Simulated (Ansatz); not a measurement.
**Lattice dynamics of TmAu (Pm-3m)**

Task: relax TmAu (Pm-3m), then find its harmonic phonons.

Main program and level: Ansatz 0.2.0; DFT LDA, scalar-relativistic, plane waves, PAW.

Report form: the programs' logs are mostly left out.

In doubt: a part-filled 4f shell, where there is one, can sit in one of many states (steps 2, 3, 4, 6, 7, 8, 9), so energies may not be the lowest and differences between runs may mislead; derivatives with an open 4f shell can jump between states (steps 2, 3, 4, 6, 7, 8, 9), which bears on forces and vibrations.

### Step 1. The structure

Symmetry: Pm-3m, No. 221, cubic system. The conventional cell has a = 3.516 Å, b = 3.516 Å, c = 3.516 Å, α = 90.00°, β = 90.00°, γ = 90.00°. Nearest to Tm lie 8 Au at 3.04 Å. Au has 8 Tm at 3.04 Å nearest. Farther neighbours are not listed.

### Step 2. A magnetic order at the starting cell, 2 atoms

Phonons depend on the magnetic state, so simple orders are compared first, at the starting cell. This run starts ferromagnetic.

File input.yaml:

```yaml
crystal:
  lattice:
    - [3.516, 0.0, 0.0]
    - [0.0, 3.516, 0.0]
    - [0.0, 0.0, 3.516]
  atoms:
    - { symbol: Tm, position: [0.5, 0.5, 0.5], spin: 2.0 }
    - { symbol: Au, position: [0.0, 0.0, 0.0] }
kpoints:
  mp_grid: { grid: [8, 8, 8] }
hamiltonian:
  xc: lda
scf:
  occupations: { method: gaussian, width: 0.05 }
  max_iter: 100
output:
  forces: true
  stress: true
  eigenvalues: true
  populations: true
magnetization:
  spin_polarized: true
```

Run with:

```
> ansatz run input.yaml --threads 8 --pin off --max-ram 14336MiB --backend cpu --events-out ev --progress --plain --runs-dir out
```

Run time: 3.6 s. Hardware: 8 threads of Intel Xeon Platinum 8488C (Sapphire Rapids), shared host; peak memory 0.47 GiB.

This step gave:

```
magnetization          : 1.277 μB
absolute magnetization : 1.330 μB
site moments           : 1.300, -0.01337 μB
pressure               : -2.115 GPa
volume per atom        : 21.73 Å³
gap on the k-mesh      : 0 eV
```

The cell carries a net spin moment of 1.28 μB and an absolute one of 1.33 μB.

### Step 3. A magnetic order at the starting cell, 4 atoms

Phonons depend on the magnetic state, so simple orders are compared first, at the starting cell. This run starts antiferromagnetic, q = (0.5, 0.5, 0.5).

System of this step: TmAu (Pm-3m). Symmetry: Pm-3m, No. 221, cubic system. The conventional cell has a = 3.516 Å, b = 3.516 Å, c = 3.516 Å, α = 90.00°, β = 90.00°, γ = 90.00°. Nearest to Tm lie 8 Au at 3.04 Å. Nearest to Au lie 8 Tm at 3.04 Å. Farther neighbours are not listed.

input.yaml, the sections that differ from step 2:

```yaml
crystal:
  lattice:
    - [3.516, 3.516, 0.0]
    - [3.516, 0.0, 3.516]
    - [3.516, 0.0, -3.516]
  atoms:
    - { symbol: Tm, position: [0.5, 0.25, 0.75], spin: 2.0 }
    - { symbol: Tm, position: [0.5, 0.75, 0.25], spin: -2.0 }
    - { symbol: Au, position: [0.0, 0.0, 0.0] }
    - { symbol: Au, position: [0.0, 0.5, 0.5] }
# kpoints, hamiltonian, scf, output, magnetization: as in step 2
```

Elapsed: 51 s, on 8 threads; peak memory 1.4 GiB; 5.9 min of CPU time.

The cell carries a net spin moment of 0.00 μB and an absolute one of 2.63 μB, so the moments cancel.

### Step 4. A magnetic order at the starting cell, 4 atoms (run 2)

Phonons depend on the magnetic state, so simple orders are compared first, at the starting cell. This run starts antiferromagnetic, q = (0, 0, 0.5).

input.yaml, the sections that differ from step 3:

```yaml
crystal:
  lattice:
    - [3.516, 0.0, 0.0]
    - [0.0, 3.516, 0.0]
    - [0.0, 0.0, 7.032]
  atoms:
    - { symbol: Tm, position: [0.5, 0.5, 0.25], spin: 2.0 }
    - { symbol: Tm, position: [0.5, 0.5, 0.75], spin: -2.0 }
    - { symbol: Au, position: [0.0, 0.0, 0.0] }
    - { symbol: Au, position: [0.0, 0.0, 0.5] }
kpoints:
  mp_grid: { grid: [8, 8, 4] }
# hamiltonian, scf, output, magnetization: as in step 3
```

The job ended after 62 s (8 threads; peak memory 2.3 GiB; 7.4 min of CPU time).

The cell carries a net spin moment of 0.00 μB and an absolute one of 2.65 μB, so the moments cancel.

### Step 5. The orders compared

An antiferromagnetic start is carried into the relaxation if it ends more than 3 meV per atom below the ferromagnetic start.

Numbers from this step:

```
start carried on : ferromagnetic
```

Orders, by row:

```tsv
starting order	atoms	energy from the first start (meV/atom)	largest moment (μB)	gap on mesh (eV)	net moment of the cell (μB)	order kept
ferromagnetic	2	0	1.3	0	1.28	yes
antiferromagnetic, q = (0.5, 0.5, 0.5)	4	-2.4	1.3	0	0	yes
antiferromagnetic, q = (0, 0, 0.5)	4	-2.8	1.3	0	0	yes
```

The start carried on is the ferromagnetic one.

### Step 6. Relaxation

Harmonic phonons are second derivatives at a point where the forces vanish, and they are wanted at zero stress, so atoms and cell are relaxed first.

System of this step: TmAu (Pm-3m). It takes space group Pm-3m (No. 221, cubic). Conventional cell: a = 3.516 Å, b = 3.516 Å, c = 3.516 Å, α = 90.00°, β = 90.00°, γ = 90.00°. Nearest to Tm lie 8 Au at 3.04 Å. Nearest to Au lie 8 Tm at 3.04 Å. Farther neighbours are not listed.

File input.yaml:

```yaml
crystal:
  lattice:
    - [3.516, 0.0, 0.0]
    - [0.0, 3.516, 0.0]
    - [0.0, 0.0, 3.516]
  atoms:
    - { symbol: Tm, position: [0.5, 0.5, 0.5], spin: 1.37 }
    - { symbol: Au, position: [0.0, 0.0, 0.0] }
kpoints:
  mp_grid: { grid: [12, 12, 12] }
hamiltonian:
  xc: lda
scf:
  occupations: { method: gaussian, width: 0.1 }
output:
  forces: true
  stress: true
  eigenvalues: true
  populations: true
  write_density: true
  write_potential: true
  elf: true
  volumetric_format: npy
magnetization:
  spin_polarized: true
relax:
  adjacent_minimum: "off"
  f_tol: 0.005
  max_steps: 80
  cell: { stress_tol: 0.05 }
```

The job ended after 13 s (8 threads; peak memory 0.62 GiB; 79 s of CPU time).

Step by step:

```tsv
step	energy less that of the first step (eV)	largest force component (eV/Å)	pressure (GPa)	volume (Å³)
1	0.0000	0.0000	-2.27	43.47
2	-0.0029	0.0000	2.16	41.32
3	-0.0089	0.0000	-0.11	42.34
4	-0.0090	0.0000	-0.01	42.29
5*	-0.0086	0.0000	-0.01	42.29
```

Relaxation steps marked * repeat the geometry before them on a plane-wave basis chosen anew for their cell, so energy and pressure can jump there.

Forces are held to the 48 operations that the run works with; a distortion that breaks them can't arise in this run.

```tsv
conventional cell, symmetrised	before	after	change
a (Å)	3.516	3.484	-0.9 %
b (Å)	3.516	3.484	-0.9 %
c (Å)	3.516	3.484	-0.9 %
volume (Å³/atom)	21.73	21.15	-2.7 %
```

The relaxed structure:

```cif
data_structure
_symmetry_space_group_name_H-M 'P 1'
_symmetry_Int_Tables_number 1
_cell_length_a 3.4840
_cell_length_b 3.4840
_cell_length_c 3.4840
_cell_angle_alpha 90.000
_cell_angle_beta 90.000
_cell_angle_gamma 90.000
_cell_volume 42.29
loop_
_atom_site_label
_atom_site_type_symbol
_atom_site_fract_x
_atom_site_fract_y
_atom_site_fract_z
_atom_site_occupancy
Tm1 Tm 0.50000 0.50000 0.50000 1
Au2 Au 0.00000 0.00000 0.00000 1
```

This step gave:

```
magnetization          : 1.300 μB
absolute magnetization : 1.311 μB
site moments           : 1.303, -0.003389 μB
pressure               : -0.007162 GPa
volume per atom        : 21.15 Å³
```

Spin density in the ac plane at fractional y = 0.500, with atoms of Tm within 0.2 Å of it.

Ten even steps from '0' (0.0 e/Å³) to '9' (5.6 e/Å³), each cell a mean:
```
00000000000000
00000000000000
00000000000000
00000000000000
00000001000000
00000035200000
00000169510000
00000136300000
00000011000000
00000000000000
00000000000000
00000000000000
00000000000000
00000000000000
```
Columns run along a (3.5 Å), rows up along c (3.5 Å). Atoms in or near the plane, at fractional coordinates: Tm at (0.50, 0.50).

ELF of down spins in the ac plane at fractional y = 0.500, with atoms of Tm within 0.2 Å of it. It is the smooth field of the valence electrons, not physical close to the nuclei.

Values, 14 rows by 14 columns, each cell a mean:
```
0.25 0.25 0.25 0.21 0.15 0.09 0.07 0.06 0.07 0.10 0.17 0.23 0.25 0.25
0.26 0.25 0.21 0.15 0.10 0.08 0.09 0.10 0.09 0.08 0.11 0.17 0.22 0.25
0.25 0.22 0.15 0.10 0.11 0.19 0.30 0.34 0.28 0.17 0.10 0.11 0.17 0.23
0.20 0.15 0.10 0.11 0.27 0.48 0.63 0.67 0.61 0.44 0.22 0.10 0.11 0.17
0.13 0.09 0.08 0.22 0.52 0.71 0.76 0.75 0.76 0.69 0.44 0.17 0.08 0.10
0.08 0.07 0.10 0.36 0.67 0.76 0.63 0.51 0.67 0.76 0.61 0.28 0.09 0.07
0.07 0.06 0.12 0.43 0.72 0.73 0.43 0.20 0.51 0.75 0.67 0.34 0.10 0.06
0.08 0.06 0.11 0.38 0.69 0.75 0.59 0.43 0.63 0.76 0.63 0.30 0.09 0.07
0.12 0.09 0.09 0.25 0.55 0.72 0.75 0.73 0.76 0.71 0.48 0.19 0.08 0.09
0.18 0.14 0.09 0.13 0.33 0.55 0.69 0.72 0.67 0.52 0.27 0.11 0.10 0.15
0.24 0.20 0.14 0.09 0.13 0.25 0.38 0.43 0.36 0.22 0.11 0.10 0.15 0.21
0.26 0.24 0.20 0.14 0.09 0.09 0.11 0.12 0.10 0.08 0.10 0.15 0.21 0.25
0.25 0.25 0.24 0.20 0.14 0.09 0.06 0.06 0.07 0.09 0.15 0.22 0.25 0.25
0.25 0.25 0.26 0.24 0.18 0.12 0.08 0.07 0.08 0.13 0.20 0.25 0.26 0.25
```
Columns run along a (3.5 Å), rows up along c (3.5 Å). Atoms in or near the plane, at fractional coordinates: Tm at (0.50, 0.50).

ELF in the ac plane at fractional y = 0.500, with atoms of Tm within 0.2 Å of it. It is the smooth field of the valence electrons, not physical close to the nuclei.

Ten even steps from '_' (0.06) to '@' (0.76), each cell a mean:
```
::::::::..__________..::::::
::::::..______________..::::
::::..____..------..____..::
::..____--**%%%%##++::____..
..____::**@@@@@@@@@@++..____
______==%%@@%%**%%@@##--____
______++@@@@++..**@@%%--____
______==%%@@##++%%@@%%--____
______::##@@@@@@@@@@**..____
....__..==##%%@@%%**--____..
::::..__..::==++==::____..::
::::::..______________..::::
::::::::..__________..::::::
::::::::..________..::::::::
```
Columns run along a (3.5 Å), rows up along c (3.5 Å). Atoms in or near the plane, at fractional coordinates: Tm at (0.50, 0.50).

In this step the volume went from 21.73 to 21.15 Å³/atom.

### Step 7. Relaxing to small forces for the phonons

Phonons need a cell at rest on their own settings, so the relaxation is repeated with tight tolerances on forces and stress, using the mesh and the filling of the phonon run that follows.

File input.yaml:

```yaml
crystal:
  lattice:
    - [3.4840120004, 0.0, 0.0]
    - [0.0, 3.4840120004, 0.0]
    - [0.0, 0.0, 3.4840120004]
  atoms:
    - { symbol: Tm, position: [0.5, 0.5, 0.5], spin: 1.43 }
    - { symbol: Au, position: [0.0, 0.0, 0.0] }
kpoints:
  mp_grid: { grid: [12, 12, 12] }
hamiltonian:
  xc: lda
scf:
  occupations: { method: gaussian, width: 0.15 }
output:
  forces: true
  stress: true
  eigenvalues: true
  populations: true
magnetization:
  spin_polarized: true
relax:
  adjacent_minimum: "off"
  f_tol: 0.001
  max_steps: 60
  cell: { stress_tol: 0.01 }
```

Elapsed: 9.8 s, on 8 threads; peak memory 0.59 GiB; 61 s of CPU time.

Little changed from the start: no atom moved by 0.005 Å and no cell edge by 0.1 %.

This step gave:

| Quantity | Value |
| --- | --- |
| magnetization | 1.304 μB |
| absolute magnetization | 1.310 μB |
| site moments | 1.304, -0.001896 μB |
| pressure | -3.03e-4 GPa |
| volume per atom | 21.16 Å³ |

The forces vanish by symmetry and the pressure is 0.000 GPa, within the tolerances set. The cell now holds 21.16 Å³/atom.

### Step 8. Zone-centre response

The zone centre comes first: it holds the modes that light can see, as far as symmetry allows. No field response is asked, since the mesh shows no gap.

input.yaml, the sections that differ from step 7:

```yaml
crystal:
  lattice:
    - [3.4848123057, 0.0, 0.0]
    - [0.0, 3.4848123057, 0.0]
    - [0.0, 0.0, 3.4848123057]
  atoms:
    - { symbol: Tm, position: [0.5, 0.5, 0.5], spin: 1.43 }
    - { symbol: Au, position: [0.0, 0.0, 0.0] }
output:
  eigenvalues: true
  populations: true
phonons:
  method: dfpt
# kpoints, hamiltonian, scf, magnetization: as in step 7
# relax: removed
```

The job ended after 22 s (8 threads; peak memory 1.4 GiB; 2.2 min of CPU time).

Numbers from this step:

* sum-rule residual before enforcement: 1.25e-4 eV/Å²
* point group: m-3m
* highest optical mode at the zone centre (no LO-TO term): 99 cm⁻¹
* lowest optical zone-centre mode: 99 cm⁻¹

Patterns of degenerate modes are one choice out of their space. Modes at Γ, with each element's share of the kinetic energy:

```tsv
mode	frequency (cm⁻¹)	symmetry	Tm %	Au %
1	0.0	acoustic	46	54
2	0.0	acoustic	46	54
3	0.0	acoustic	46	54
4	99.0	T1u	54	46
5	99.0	T1u	54	46
6	99.0	T1u	54	46
```

Displacements in mode 5 (99.0 cm⁻¹), the largest set to 1:
```
Tm1  0.00  0.18  1.00
Au2  0.00 -0.16 -0.86
```

Before it was imposed, the acoustic sum rule was missed by 1.3e-4 eV/Å². Small misses are needed for a sound result but don't prove that mesh and cutoff are converged. The lowest optical mode is real, 99.0 cm⁻¹.

### Step 9. The dispersion

Stability and thermal properties need the whole zone. Linear response on a 4×4×4 q mesh gives force constants as far as a supercell of that size would.

input.yaml, as its differences from that of step 8:

```diff
@@ -21 +21,8 @@
   method: dfpt
+  qmesh: [4, 4, 4]
+  temperatures: { t_max: 1000, t_step: 50 }
+  qpath:
+    path:
+      - [[0.0, 0.0, 0.0], [0.0, 0.5, 0.0], [0.5, 0.5, 0.0], [0.0, 0.0, 0.0], [0.5, 0.5, 0.5], [0.0, 0.5, 0.0]]
+      - [[0.5, 0.5, 0.5], [0.5, 0.5, 0.0]]
+    npoints: 10
```

The job ended after 8 min (8 threads; peak memory 5.4 GiB; 55 min of CPU time).

This step gave:

```yaml
sum_rule_residual_before_enforcement: 1.49e-4 eV/Å²
lowest_frequency_on_the_path: 0 cm⁻¹
highest_frequency_on_the_path_or_at_a_solved_wavevector: 120 cm⁻¹
mean_frequency: 75.3 cm⁻¹
debye_temperature_second_moment: 149 K
logarithmic_mean_frequency: 69.7 cm⁻¹
lowest_mode_on_the_q_mesh_acoustic_modes_at_gamma_apart: 28.41 cm⁻¹
zero_point_energy_per_atom: 14 meV
heat_capacity_at_300_k: 24.64 J/(mol atoms K)
vibrational_entropy_at_300_k: 52.44 J/(mol atoms K)
```

Frequencies (cm⁻¹) solved at each irreducible wavevector; negative means imaginary. Frequencies by wavevector, by row:

```tsv
q in reciprocal lattice units	star	mode 1	mode 2	mode 3	mode 4	mode 5	mode 6
0 0 0	1	0	0	0	99	99	99
0 0 0.25	6	38.8	38.8	56.6	91.5	91.5	104.5
0 0 -0.5	3	67.4	67.4	70.9	71.8	71.8	119.1
0 0.25 0.25	12	29.4	49.7	68.7	84.7	97.4	106.8
0 0.25 -0.5	12	42.9	52.1	64.6	72.1	101.8	119
0 -0.5 -0.5	3	28.4	28.4	62.4	70.9	120	120
0.25 0.25 0.25	8	49.2	49.2	58.9	98.9	101.2	101.2
0.25 0.25 -0.5	12	41.8	50.2	65.9	91.6	100.2	117.3
0.25 -0.5 -0.5	6	48	48	62.5	89.2	116	116
-0.5 -0.5 -0.5	1	61.2	61.2	61.2	112.1	112.1	112.1
```

Interpolated from a 4×4×4 q mesh. Phonon branches along the path, in cm⁻¹:

```tsv
point	branch 1	branch 2	branch 3	branch 4	branch 5	branch 6
Γ	0	0	0	99	99	99
halfway	39	39	57	92	92	104
X	67	67	71	72	72	119
halfway	43	52	65	72	102	119
M	28	28	62	71	120	120
halfway	29	50	69	85	97	107
Γ	0	0	0	99	99	99
halfway	49	49	59	99	101	101
R	61	61	61	112	112	112
halfway	42	50	66	92	100	117
X	67	67	71	72	72	119
jump to R	61	61	61	112	112	112
halfway	48	48	62	89	116	116
M	28	28	62	71	120	120
```

The phonon density of states has structure finer than the step of the table below, so its rows give means over 5 cm⁻¹, whole bins alone (the curve runs from 0.5 to 120 cm⁻¹). Peaks (cm⁻¹: height): 41.5: 0.0861, 62.5: 0.205, 118.5: 0.129.

Tetrahedra on a 20×20×20 mesh, mean over bins of 1 cm-1. Interpolated from a 4×4×4 q mesh. Table of phonon density of states by wavenumber; means over each step:

```tsv
wavenumber (cm⁻¹)	phonon density of states (1/cm⁻¹/cell)
5	1.5e-4
10	9.7e-4
15	0.00245
20	0.00471
25	0.00847
30	0.0270
35	0.0500
40	0.0714
45	0.0662
50	0.0782
55	0.0698
60	0.0895
65	0.109
70	0.0270
75	0.0346
80	0.0397
85	0.0492
90	0.0659
95	0.0681
100	0.0565
105	0.0630
110	0.0744
115	0.101
```

Phonopy on the run's constants, 17x17x17 mesh, Gaussian sigma 2.0 cm-1. Interpolated from a 4×4×4 q mesh. Partial phonon density of states against wavenumber; read off at these points; values in 1/cm⁻¹/cell:

```tsv
wavenumber (cm⁻¹)	Au	Tm
-5.0	0	0
0.0	6.9e-5	5.9e-5
5.0	7.3e-5	5.7e-5
10.0	6.5e-4	5.4e-4
15.0	0.00147	0.00116
20.0	0.00264	0.00200
25.0	0.00592	0.00394
30.0	0.0195	0.00897
35.0	0.0347	0.0143
40.0	0.0495	0.0202
41.4	0.0520	0.0207
45.0	0.0486	0.0175
50.0	0.0594	0.0164
55.0	0.0540	0.0143
60.0	0.0806	0.0127
63.0	0.115	0.00969
65.0	0.0963	0.00625
70.0	0.0249	0.00805
75.0	0.00422	0.0288
80.0	0.00879	0.0308
85.0	0.0132	0.0369
90.0	0.0156	0.0481
92.7	0.0180	0.0512
95.0	0.0164	0.0462
100.0	0.0158	0.0452
105.0	0.0135	0.0515
110.0	0.0113	0.0604
115.0	0.0132	0.0828
116.2	0.0135	0.0853
120.0	0.00627	0.0390
125.0	6.2e-5	3.3e-4
130.0	0	0
```

Second derivatives of the energy by pair, one row for each kind of neighbour of each atom listed. Each entry sums the pair over the periodic images of the supercell that the q mesh stands for, and in a polar crystal it holds the long-range dipole part too. Force constants by pair, by row:

```tsv
atom	neighbour	distance (Å)	third of the trace (eV/Å²)	along the pair's line (eV/Å²)
Tm1	itself	0	5.355	–
Tm1	Au	3.018	-0.3816	-1.276
Tm1	Tm	3.485	-0.3063	-1.11
Tm1	Tm	4.928	0.0075	-0.0524
Tm1	Au	5.779	-0.0083	-0.0135
Tm1	Tm	6.036	-0.0396	-0.1182
Tm1	Tm	6.97	0.0214	0.1384
Au2	itself	0	3.071	–
Au2	Tm	3.018	-0.3816	-1.276
Au2	Au	3.485	0.0673	0.0419
Au2	Au	4.928	-0.0045	-0.0139
Au2	Tm	5.779	-0.0083	-0.0135
Au2	Au	6.036	-0.0194	-0.075
Au2	Au	6.97	-0.0093	-0.0092
```

Harmonic thermodynamic functions per atom, from the density of states. Interpolated from a 4×4×4 q mesh. Thermodynamic functions, by row:

```tsv
T (K)	F_vib (meV/atom)	S (J/mol-atom/K)	C_V (J/mol-atom/K)
0	14	0	0
50	11.69	12.28	16.98
100	1.47	26.21	22.42
200	-35.01	42.52	24.27
300	-84.56	52.44	24.64
400	-142.8	59.55	24.77
500	-207.5	65.09	24.83
600	-277.3	69.62	24.86
700	-351.5	73.45	24.89
800	-429.4	76.78	24.9
900	-510.5	79.71	24.91
1000	-594.5	82.33	24.91
```

Harmonic mean-square displacement, third of the trace. Interpolated from a 4×4×4 q mesh. Mean square displacements, by row:

```tsv
T (K)	Tm1 U_eq (Å²)	Au2 U_eq (Å²)
0	0.0013	0.00158
100	0.00329	0.00494
300	0.00925	0.01427
600	0.01839	0.02843
```

Symmetry leaves 10 wavevectors to solve. The lowest mode among them, the acoustic zeros apart, lies at q = (0, -0.5, -0.5) and is real, 28.4 cm⁻¹.

### Step 10. Summary of results

```json
{"space group after relaxation (within 0.01 Å)": "Pm-3m", "volume per atom": "21.2 Å³", "electronic character": "no gap on this mesh", "highest optical mode at the zone centre (no LO-TO term)": "99.0 cm⁻¹", "lowest optical zone-centre mode": "99.0 cm⁻¹", "lowest mode on the q mesh (acoustic modes at Γ apart)": "28.4 cm⁻¹", "highest frequency on the path or at a solved wavevector": "120 cm⁻¹", "zero-point energy per atom": "14 meV", "heat capacity at 300 K": "24.6 J/(mol atoms K)", "vibrational entropy at 300 K": "52.4 J/(mol atoms K)", "Debye temperature (second moment)": "149 K", "imaginary modes on the 4×4×4 q mesh": "none", "net magnetic moment of the cell as run": "1.30 μB"}
```

The structure is a minimum as far as tested: no mode is imaginary at the 10 irreducible wavevectors of the 4×4×4 mesh, and the softest away from the acoustic zeros lies at 28 cm⁻¹. The optical modes at Γ form one degenerate level at 99 cm⁻¹. The magnetic start carried on was not the lowest tried: another (antiferromagnetic, q = (0, 0, 0.5)) ended 2.8 meV/atom lower in single points. The magnetic state is the one that the run reached from its starting moments; a lower one was not ruled out. With no gap, or one that is small against the smearing, the frequencies hang on the k mesh and the smearing, most of all near Kohn anomalies. The 4f shell is treated without a U, so valence and screening may be off. Spin-orbit coupling is left out, which can matter for the heavy elements here. These are harmonic frequencies at zero temperature: anharmonic shifts, linewidths and thermal expansion are left out.

[Logs are printed without paths, hosts, clocks, repeated set-up lines and the standing remarks that a program may print on its own settings, such as how far it seeks lower states.]

[Hosts, paths, dates, database ids (printed as entryN), source tags and the programs' standing remarks are cut or masked in the printed files.]
